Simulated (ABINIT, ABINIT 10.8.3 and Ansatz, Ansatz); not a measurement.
## RbAsF6 (R-3): Bethe-Salpeter spectra with ABINIT

Aim: the absorption spectrum of RbAsF6 (R-3) with electron-hole interaction, and what each part of the kernel does.

Calculated with ABINIT 10.8.3 and Ansatz 0.2.0; PBEsol and many-body steps on it, plane waves.

## Step 1: Set-up

Symmetry: R-3, No. 148, trigonal system. Conventional cell: a = 7.435 Å, b = 7.435 Å, c = 7.428 Å, α = 90.00°, β = 90.00°, γ = 120.00°. Nearest to Rb lie 12 F at 2.94 to 3.05 Å. Nearest to As lie 6 F at 1.75 Å. Nearest to F lie 1 As at 1.75 Å and 2 Rb at 2.94 to 3.05 Å. Farther neighbours and most contacts between anions are not listed.

The cell and positions are those that the Materials Project relaxed with its own functionals (PBE, PBE+U or r2SCAN), kept fixed.

## Step 2: Empty states on the mesh, 2×2×2 mesh, 103 bands

This step: ABINIT 10.8.3; DFT, PBEsol, plane waves, norm-conserving pseudopotentials.

The sums over transitions need many empty states on a uniform mesh; this step solves for them.

run.abi

```
acell 3*1.0 Angstrom
rprim 
  3.717458802479 2.146275840312 2.475880428600
  -3.717458802479 2.146275840312 2.475880428600
  0.000000000000 -4.292551680625 2.475880428600
ntypat 3
znucl 37 33 9
natom 8
typat 1 2 3 3 3 3 3 3
xred 
  0.500000000000 0.500000000000 0.500000000000
  0.000000000000 0.000000000000 0.000000000000
  0.077414800000 0.712012140000 0.799611640000
  0.799611640000 0.077414800000 0.712012140000
  0.287987860000 0.200388360000 0.922585200000
  0.200388360000 0.922585200000 0.287987860000
  0.922585200000 0.287987860000 0.200388360000
  0.712012140000 0.799611640000 0.077414800000
pp_dirpath "pseudos"
pseudos "Rb.upf, As.upf, F.upf"
ecut 44
ngkpt 2 2 2
nshiftk 1
shiftk 0 0 0
kptopt 1
chksymbreak 0
iscf -2
irdden 1
istwfk *1
nband 103
nbdbuf 8
tolwfr 1e-09
nstep 60
prtvol 0
indata_prefix "in"
outdata_prefix "out"
tmpdata_prefix "tmp"
```

Started as:

```
$ OMP_NUM_THREADS=1 mpirun -n 4 abinit run.abi > log
```

Numbers of over 12 decimals in the logs are rounded to 6 here.

The program printed:

```text
.Version 10.8.3 of ABINIT. v10.8.2 released Aug 2026.

 Symmetries : space group R-3 (#148); Bravais hR (rhombohedral)
[... echo of the input left out ...]
== DATASET  1 ==================================================================
-   mpi_nproc: 4, omp_nthreads: 1 (-1 if OMP is not activated)

--- !DatasetInfo
iteration_state: {dtset: 1, }
dimensions: {natom: 8, nkpt: 4, mband: 103, nsppol: 1, nspinor: 1, nspden: 1, mpw: 11192, }
cutoff_energies: {ecut:  44.0, pawecutdg:  -1.0, }
[...]
1.09202    1.09463    1.09463    1.10595    1.15519    1.15519    1.15707    1.17946
   1.17946    1.20240    1.20379    1.22878    1.22878    1.30604    1.32750    1.32750
   1.33084    1.33084    1.33994    1.35210    1.36486    1.36486    1.41578
 prteigrs : prtvol=0 or 1, do not print more k-points.

== END DATASET(S) ==============================================================
================================================================================

 -outvars: echo values of variables after computation  --------
            nband         103
             nkpt           4
          spgroup         148
 [... the other variables as echoed above ...]

 Calculation completed.
```

The job ended after 44 s (4 MPI ranks of Arm Neoverse V1, shared host; peak memory 0.45 GiB).

Numbers from this step:

- gap: 5.560 eV
- k of the valence top: 0, 0, 0
- k of the conduction bottom: 0, 0, 0
- least direct gap: 5.560 eV
- k points computed: 4
- lowest point of the top converged band, above the valence top: 36.72 eV

On this mesh the gap is 5.560 eV.

The density comes from a self-consistent run that is not shown.

## Step 3: Screening, 2×2×2 mesh, 95 bands, screening to 98 eV

The RPA dielectric matrix is built and inverted for each q.

This step: RPA screening on PBEsol, plane waves, norm-conserving pseudopotentials.

Changes to run.abi since step 2:

```diff
@@ -26,10 +26,11 @@
 chksymbreak 0
-iscf -2
-irdden 1
 istwfk *1
-nband 103
-nbdbuf 8
-tolwfr 1e-09
-nstep 60
-prtvol 0
+occopt 1
+irdwfk 1
+optdriver 3
+nband 95
+ecuteps 3.6
+inclvkb 2
+awtr 1
+symchi 1
 indata_prefix "in"
```

The program printed:

```text
.Version 10.8.3 of ABINIT. v10.8.2 released Aug 2026.

 Symmetries : space group R-3 (#148); Bravais hR (rhombohedral)
[... echo of the input left out ...]
== DATASET  1 ==================================================================
-   mpi_nproc: 4, omp_nthreads: 1 (-1 if OMP is not activated)

--- !DatasetInfo
iteration_state: {dtset: 1, }
dimensions: {natom: 8, nkpt: 4, mband: 95, nsppol: 1, nspinor: 1, nspden: 1, mpw: 11192, }
cutoff_energies: {ecut:  44.0, pawecutdg:  -1.0, }
[...]
--------------------------------------------------------------------------------
[... chi0 elements left out ...]
 For q-point:  0.000010 0.000020 0.000030
  dielectric constant =   1.9791
  dielectric constant without local fields =   2.2021

  Average fulfillment of the sum rule on Im[epsilon] for q-point    1 :     26.92  [%]
[... wings left out ...]
  q-point number  2        q = ( 0.500000, 0.000000, 0.000000) [r.l.u.]
--------------------------------------------------------------------------------
[... chi0 elements left out ...]
  Average fulfillment of the sum rule on Im[epsilon] for q-point    2 :     32.37  [%]

 [... 2 further q-points ...]
```

Run time: 36 s. Hardware: 4 MPI ranks; peak memory 1.4 GiB; 2.4 min of CPU time.

Numbers from this step:

```
ε∞ with local fields, on this mesh, along the program's q direction : 1.979
the same without local fields                                       : 2.202
plasma frequency                                                    : 29.34 eV
plane waves in the screening matrix                                 : 249
```

Local fields lower ε∞ by 10 %. On a Γ-centred mesh this coarse the value itself is usually too large, while a short band sum pulls it down.

## Step 4: Self-energy, 2×2×2 mesh, 95 bands, screening to 98 eV

The self-energy is evaluated for the states that the input lists, and the levels follow from it, in one-shot runs by the linearised quasiparticle equation.

This step: G0W0 on PBEsol, plane waves, norm-conserving pseudopotentials.

Changes to run.abi since step 3:

```diff
@@ -29,8 +29,15 @@
 irdwfk 1
-optdriver 3
+optdriver 4
 nband 95
+gwcalctyp 0
+ecutsigx 44
+symsigma 1
+nkptgw 1
+kptgw 
+  0.0000000000 0.0000000000 0.0000000000
+bdgw 
+  35 39
 ecuteps 3.6
-inclvkb 2
-awtr 1
-symchi 1
+irdscr 1
+ppmodel 1
 indata_prefix "in"
```

The program printed:

```text
.Version 10.8.3 of ABINIT. v10.8.2 released Aug 2026.

 Symmetries : space group R-3 (#148); Bravais hR (rhombohedral)
[... echo of the input left out ...]
== DATASET  1 ==================================================================
-   mpi_nproc: 4, omp_nthreads: 1 (-1 if OMP is not activated)

--- !DatasetInfo
iteration_state: {dtset: 1, }
dimensions: {natom: 8, nkpt: 4, mband: 95, nsppol: 1, nspinor: 1, nspden: 1, mpw: 11192, }
cutoff_energies: {ecut:  44.0, pawecutdg:  -1.0, }
[...]
37  -1.940 -23.030 -30.913   5.290   0.819  -0.221 -25.154  -2.124  -4.064
       38   3.620 -18.495 -13.499  -1.674   0.873  -0.145 -15.594   2.900   6.521
       39   8.148 -12.268  -7.202  -2.344   0.889  -0.125  -9.847   2.421  10.569

== END DATASET(S) ==============================================================
================================================================================

 -outvars: echo values of variables after computation  --------
           etotal      0.0000000000E+00
            nband          95
             nkpt           4
          spgroup         148
 [... the other variables as echoed above ...]

 Calculation completed.
```

Run time: 6.2 s. Hardware: 4 MPI ranks; peak memory 0.94 GiB; 25 s of CPU time.

Numbers from this step:

- G0W0 gap on the points computed: 10.59 eV
- starting gap on the mesh: 5.560 eV
- k of the valence top: 0, 0, 0
- k of the conduction bottom: 0, 0, 0
- least direct G0W0 gap on the computed points: 10.59 eV

The gap on the mesh goes from 5.56 eV to 10.59 eV, a correction of +5.02 eV.

The gap opens by 5.025 eV; the next steps shift the empty bands rigidly by 5.025 eV.

## Step 5: Excitons

Optical absorption needs the electron-hole interaction, solved here in a basis of vertical transitions on the mesh.

This step: Bethe-Salpeter equation on PBEsol with a scissors shift, plane waves, norm-conserving pseudopotentials.

Changes to run.abi since step 4:

```diff
@@ -29,15 +29,17 @@
 irdwfk 1
-optdriver 4
-nband 95
-gwcalctyp 0
-ecutsigx 44
-symsigma 1
-nkptgw 1
-kptgw 
-  0.0000000000 0.0000000000 0.0000000000
-bdgw 
-  35 39
+optdriver 99
+bs_calctype 1
+mbpt_sciss 5.025 eV
+bs_loband 21
+nband 39
+bs_exchange_term 1
+bs_coulomb_term 11
+bs_coupling 0
+bs_algorithm 1
+bs_freq_mesh 0 17 0.1 eV
+zcut 0.15 eV
 ecuteps 3.6
+ecutwfn 22
+inclvkb 2
 irdscr 1
-ppmodel 1
 indata_prefix "in"
```

The program printed:

```text
.Version 10.8.3 of ABINIT. v10.8.2 released Aug 2026.

 Symmetries : space group R-3 (#148); Bravais hR (rhombohedral)
[... echo of the input left out ...]
== DATASET  1 ==================================================================
-   mpi_nproc: 4, omp_nthreads: 1 (-1 if OMP is not activated)

--- !DatasetInfo
iteration_state: {dtset: 1, }
dimensions: {natom: 8, nkpt: 4, mband: 39, nsppol: 1, nspinor: 1, nspden: 1, mpw: 3976, }
cutoff_energies: {ecut:  22.0, pawecutdg:  -1.0, }
electrons: {nelect:   7.40000000E+01, charge:   0.00000000E+00, occopt:   1.00000000E+00, tsmear:   1.00000000E-02, }

 Exciton: Calculation of dielectric properties by solving the Bethe-Salpeter equation
 in frequency domain and reciprocal space on a transitions basis set.
 Based on a program developed by L. Reining, V. Olevano, F. Sottile,
 S. Albrecht, and G. Onida. Incorporated in ABINIT by M. Giantomassi.

.Using double precision arithmetic ; gwpc =  8

[... cell and pseudopotentials left out ...]
--------------------------------------------------------------------------------

 ==== K-mesh for the wavefunctions ====
 Number of points in the irreducible wedge :     4
[... list of points left out ...]
 Together with  6 symmetry operations and time-reversal symmetry
 yields     8 points in the full Brillouin Zone.

 ==== Q-mesh for the screening function ====
 Number of points in the irreducible wedge :     4
[... list of points left out ...]
 Together with  6 symmetry operations and time-reversal symmetry
 yields     8 points in the full Brillouin Zone.

 vcoul_init : cutoff-mode = AUXILIARY_FUNCTION
 q-points for optical limit:   1
     1)      0.000010    0.000020    0.000030
 setmesh: FFT mesh size selected  =    27x   27x   27
          total number of points  =        19683

 ==== Fundamental parameters for the solution of the Bethe-Salpeter equation: ====
 Algorithm: Direct diagonalization.
 Dimension of the v, W matrices,  npweps  = 249
 Cutoff for the wavefunctions,    npwwfn  = 3903
 Number of k-points in the IBZ,   nkibz   = 4
 Highest empty band included,     nband   = 39
 === Spin UP ===
 Number of resonant transitions          272
 Lowest occupied state                   21
 Highest occupied state                  37
 Lowest unoccupied state                 38
 Highest unoccupied state                39
 Minimum frequency [eV]           Emin    =   0.00
 Maximum frequency [eV]           Emax    =  17.00
 Frequency step [eV]              dE      =   0.10
 Lorentzian broadening [eV]       eta     =   0.15
 RPA L0 with KS energies and KS wavefunctions
 Scissors operator energy [eV] =          5.03
 Local fields effects (v term) included
 Excitonic effects (W term) included
 Full W_GG' included
 W is read from an external SCR file
 Resonant-only calculation (Hermitian case)

 Calculating epsilon_Macro(q-->0,w), along the following directions:
 q = (  1.463270  0.000000  0.000000) [r.l.u.]
 q = (  0.000000  1.463270  0.000000) [r.l.u.]
 q = (  0.000000  0.000000  1.463270) [r.l.u.]
 q = (  1.118060 -1.118060  0.000000) [r.l.u.]
 q = (  0.645512  0.645512 -1.291025) [r.l.u.]
 q = (  0.744644  0.744644  0.744644) [r.l.u.]
 Number of electrons calculated from density =   73.6345; Expected =   74.0000
 average of density, n =  0.092060
 r_s =    1.3739
 omega_plasma =   29.2679 [eV]

. Writing resonant excitonic Hamiltonian on file out_BSR; file size=   0.00 [Gb].
 Direct diagonalization of the resonant excitonic Hamiltonian, Matrix size= 272
. Using LAPACK sequential version.
 Excitonic eigenvalues in eV up to n=   32
   7.14945   7.26455   7.27090   7.89427   7.99880   8.00523   8.30919   8.31232
   8.48574   9.03252   9.17938   9.18252   9.28691   9.29093   9.34461   9.59419
   9.59516   9.63071   9.68999   9.69111   9.69917   9.72288   9.72326   9.85159
   9.88325   9.88727   9.89571   9.94693   9.94867   9.95113   9.96009   9.96959

 First excitonic eigenvalue=    7.15 [eV]
 Last  excitonic eigenvalue=   18.90 [eV]

 GW  direct gap      10.59  0.00 [eV]
 EXC direct gap       7.15  0.00 [eV]
 EXC binding energy   3.44  0.00 [eV]

 Excitonic eigenvalues up to the GW energy gap [eV]
  1 (  7.15  0.00)
  2 (  7.26  0.00)
  3 (  7.27  0.00)
  4 (  7.89  0.00)
  5 (  8.00  0.00)
  6 (  8.01  0.00)
[...]
53 ( 10.56  0.00)
 54 ( 10.56  0.00)
 55 ( 10.58  0.00)

 Macroscopic dielectric function:
 omega [eV] <KS_RPA_nlf>  <GW_RPA_nlf>  <BSE>
   0.0000   1.3480   0.0000   1.2239   0.0000   1.2725   0.0000
   0.1000   1.3480   0.0001   1.2239   0.0000   1.2725   0.0001
   0.2000   1.3482   0.0003   1.2239   0.0001   1.2726   0.0001
   0.3000   1.3484   0.0004   1.2240   0.0001   1.2727   0.0002
   0.4000   1.3487   0.0006   1.2241   0.0001   1.2728   0.0003
   0.5000   1.3491   0.0007   1.2242   0.0002   1.2730   0.0003
   0.6000   1.3497   0.0009   1.2243   0.0002   1.2733   0.0004
   0.7000   1.3503   0.0010   1.2244   0.0002   1.2736   0.0005
   0.8000   1.3510   0.0012   1.2246   0.0003   1.2739   0.0005
   0.9000   1.3518   0.0013   1.2248   0.0003   1.2743   0.0006

 Writing KS-RPA macroscopic dielectric function without local fields to file: out_RPA_NLF_MDF
 Writing GW-RPA macroscopic dielectric function without local fields to file: out_GW_NLF_MDF
 Writing EXC Macroscopic dielectric function to file: out_EXC_MDF

== END DATASET(S) ==============================================================
================================================================================

 -outvars: echo values of variables after computation  --------
           etotal      0.0000000000E+00
            nband          39
             nkpt           4
          spgroup         148
 [... the other variables as echoed above ...]

 Calculation completed.
```

It took 15 s on 4 MPI ranks; peak memory 0.45 GiB.

This step gave:

```
direct gap of the transition levels                            : 10.59 eV
transitions in the window                                      : 272
first strong exciton (over a fiftieth of the strongest listed) : 7.999 eV
lowest state                                                   : 7.149 eV
binding of the lowest state below the direct gap               : 3.436 eV
Coulomb term of one mesh cell                                  : 2.103 eV
```

The binding is 1.6 times the screened Coulomb term of one mesh cell (2.10 eV), so it is not shown settled.

The lowest state lies at 7.149 eV, 3.436 eV under the direct gap.

Lines within 3 meV are set at the lowest of them, and the highest group, which the list may cut short, is left out. Exciton lines, with heights relative to the strongest:

```csv
position (eV),"oscillator strength, relative"
7.149,0.1
7.264,0.4
7.271,0.5
7.894,0.1
7.999,4.2
8.005,4.7
8.309,89
8.312,89
8.486,100
9.033,0.1
9.179,0.0
9.182,0.2
9.287,0.0
9.291,0.0
9.345,0.6
```

The ε₂ has structure finer than the step of the table below, so its rows give means over 0.5 eV, whole bins alone (the curve runs from 0 to 16.9 eV). Peaks (eV: height): BSE 8.30: 1.69, 12.40: 2.24, 13.40: 1.98, 14.40: 1.12; no electron-hole interaction 12.20: 1.01, 15.80: 2.87; Kohn-Sham, no shift 7.20: 1.02, 10.80: 2.93, 12.80: 0.683.

Mean over the three Cartesian directions of q; broadening 0.15 eV; transition window only. Limits: finite bands, cutoff and mesh; no spin-orbit coupling; coarse k mesh; exciton not shown settled in the k mesh. The ε₂ by photon energy; means over each step:

```csv
photon energy (eV),BSE,no electron-hole interaction,"Kohn-Sham, no shift"
0.5,3.3e-4,1.6e-4,7.1e-4
1.0,6.8e-4,3.4e-4,0.00148
1.5,0.00105,5.2e-4,0.00229
2.0,0.00145,7.1e-4,0.00326
2.5,0.00190,9.1e-4,0.00448
3.0,0.00245,0.00112,0.00603
3.5,0.00310,0.00136,0.00819
4.0,0.00391,0.00162,0.0115
4.5,0.00497,0.00194,0.0173
5.0,0.00645,0.00229,0.0295
5.5,0.00860,0.00270,0.0733
6.0,0.0121,0.00321,0.432
6.5,0.0187,0.00384,0.509
7.0,0.0355,0.00463,0.821
7.5,0.0858,0.00566,0.767
8.0,0.538,0.00708,0.326
8.5,1.13,0.00911,0.0884
9.0,0.168,0.0122,0.0835
9.5,0.0674,0.0177,0.196
10.0,0.0777,0.0294,0.797
10.5,0.116,0.0694,1.48
11.0,0.131,0.410,2.15
11.5,0.133,0.512,0.711
12.0,0.608,0.801,0.382
12.5,1.37,0.784,0.343
13.0,0.969,0.352,0.522
13.5,1.50,0.0915,0.134
14.0,0.596,0.0825,0.0529
14.5,0.935,0.182,0.0982
15.0,0.391,0.780,0.0312
15.5,0.206,1.38,0.0142
16.0,0.372,2.22,0.00992
16.5,0.274,0.739,0.00765
```

## Step 6: Triplet (no exchange term)

Changes to run.abi since step 5:

```diff
@@ -32,5 +32,5 @@
 mbpt_sciss 5.025 eV
-bs_loband 21
+bs_loband 24
 nband 39
-bs_exchange_term 1
+bs_exchange_term 0
 bs_coulomb_term 11
@@ -38,3 +38,3 @@
 bs_algorithm 1
-bs_freq_mesh 0 17 0.1 eV
+bs_freq_mesh 0 15 0.1 eV
 zcut 0.15 eV
```

The program printed:

```text
.Version 10.8.3 of ABINIT. v10.8.2 released Aug 2026.

 Symmetries : space group R-3 (#148); Bravais hR (rhombohedral)
[... echo of the input left out ...]
== DATASET  1 ==================================================================
-   mpi_nproc: 4, omp_nthreads: 1 (-1 if OMP is not activated)

--- !DatasetInfo
iteration_state: {dtset: 1, }
dimensions: {natom: 8, nkpt: 4, mband: 39, nsppol: 1, nspinor: 1, nspden: 1, mpw: 3976, }
cutoff_energies: {ecut:  22.0, pawecutdg:  -1.0, }
electrons: {nelect:   7.40000000E+01, charge:   0.00000000E+00, occopt:   1.00000000E+00, tsmear:   1.00000000E-02, }

 Exciton: Calculation of dielectric properties by solving the Bethe-Salpeter equation
 in frequency domain and reciprocal space on a transitions basis set.
 Based on a program developed by L. Reining, V. Olevano, F. Sottile,
 S. Albrecht, and G. Onida. Incorporated in ABINIT by M. Giantomassi.

.Using double precision arithmetic ; gwpc =  8

[... cell and pseudopotentials left out ...]
--------------------------------------------------------------------------------

 ==== K-mesh for the wavefunctions ====
 Number of points in the irreducible wedge :     4
[... list of points left out ...]
 Together with  6 symmetry operations and time-reversal symmetry
 yields     8 points in the full Brillouin Zone.

 ==== Q-mesh for the screening function ====
 Number of points in the irreducible wedge :     4
[... list of points left out ...]
 Together with  6 symmetry operations and time-reversal symmetry
 yields     8 points in the full Brillouin Zone.

 vcoul_init : cutoff-mode = AUXILIARY_FUNCTION
 q-points for optical limit:   1
     1)      0.000010    0.000020    0.000030
 setmesh: FFT mesh size selected  =    27x   27x   27
          total number of points  =        19683

[...]
average of density, n =  0.092060
 r_s =    1.3739
 omega_plasma =   29.2679 [eV]

. Writing resonant excitonic Hamiltonian on file out_BSR; file size=   0.00 [Gb].
 Direct diagonalization of the resonant excitonic Hamiltonian, Matrix size= 224
. Using LAPACK sequential version.
 Excitonic eigenvalues in eV up to n=   32
   7.04146   7.16036   7.16622   7.80439   7.83271   7.83346   7.95944   7.96630
   8.01991   8.70169   8.70362   9.02970   9.11347   9.11591   9.25820   9.28320
   9.28814   9.60625   9.60727   9.63054   9.68484   9.68611   9.69692   9.70537
   9.70686   9.85060   9.87265   9.88754   9.89471   9.94656   9.94820   9.95125

 First excitonic eigenvalue=    7.04 [eV]
 Last  excitonic eigenvalue=   16.89 [eV]

 GW  direct gap      10.59  0.00 [eV]
 EXC direct gap       7.04  0.00 [eV]
 EXC binding energy   3.54  0.00 [eV]

 Excitonic eigenvalues up to the GW energy gap [eV]
  1 (  7.04  0.00)
  2 (  7.16  0.00)
  3 (  7.17  0.00)
[...]
55 ( 10.58  0.00)
 56 ( 10.58  0.00)

 Macroscopic dielectric function:
 omega [eV] <KS_RPA_nlf>  <GW_RPA_nlf>  <BSE>
   0.0000   1.2280   0.0000   1.1421   0.0000   1.1974   0.0000
   0.1000   1.2280   0.0001   1.1421   0.0000   1.1974   0.0001
   0.2000   1.2281   0.0002   1.1421   0.0000   1.1975   0.0001
[...]
0.8000   1.2303   0.0009   1.1426   0.0002   1.1990   0.0006
   0.9000   1.2310   0.0010   1.1428   0.0002   1.1994   0.0007

 Writing KS-RPA macroscopic dielectric function without local fields to file: out_RPA_NLF_MDF
 Writing GW-RPA macroscopic dielectric function without local fields to file: out_GW_NLF_MDF
 Writing EXC Macroscopic dielectric function to file: out_EXC_MDF

== END DATASET(S) ==============================================================
================================================================================

 -outvars: echo values of variables after computation  --------
           etotal      0.0000000000E+00
            nband          39
             nkpt           4
          spgroup         148
 [... the other variables as echoed above ...]

 Calculation completed.
```

Elapsed: 11 s, on 4 MPI ranks; peak memory 0.45 GiB.

The lowest triplet lies at 7.041 eV; triplets are dark, so no spectrum is read.

(Part 1 of 3 ends here.)

[Paths, hosts, dates, memory and timing lines, banners, echoed tables and standing remarks are left out of the program output.]

[Logs are printed without paths, hosts, clocks, repeated set-up lines and the standing remarks that a program may print on its own settings, such as how far it seeks lower states.]

[Runs of the session that timed out or met a known fault of the program may be left out.]

[No measured gap is set beside runs whose start may be inverted or whose files or cutoffs have a known fault.]

[Hosts, paths, dates, database ids (printed as entryN), source tags and the programs' standing remarks are cut or masked in the printed files.]

[G0W0 gaps are taken among the corrected bands and points alone; a level outside them can change the order at an edge.]

[Where Ansatz stands beside ABINIT at settings called matched, ABINIT's density can come from a denser mesh and the files from another edition; pairs whose starting gaps differed by over 0.03 eV were left out, so agreement reads better than it is.]
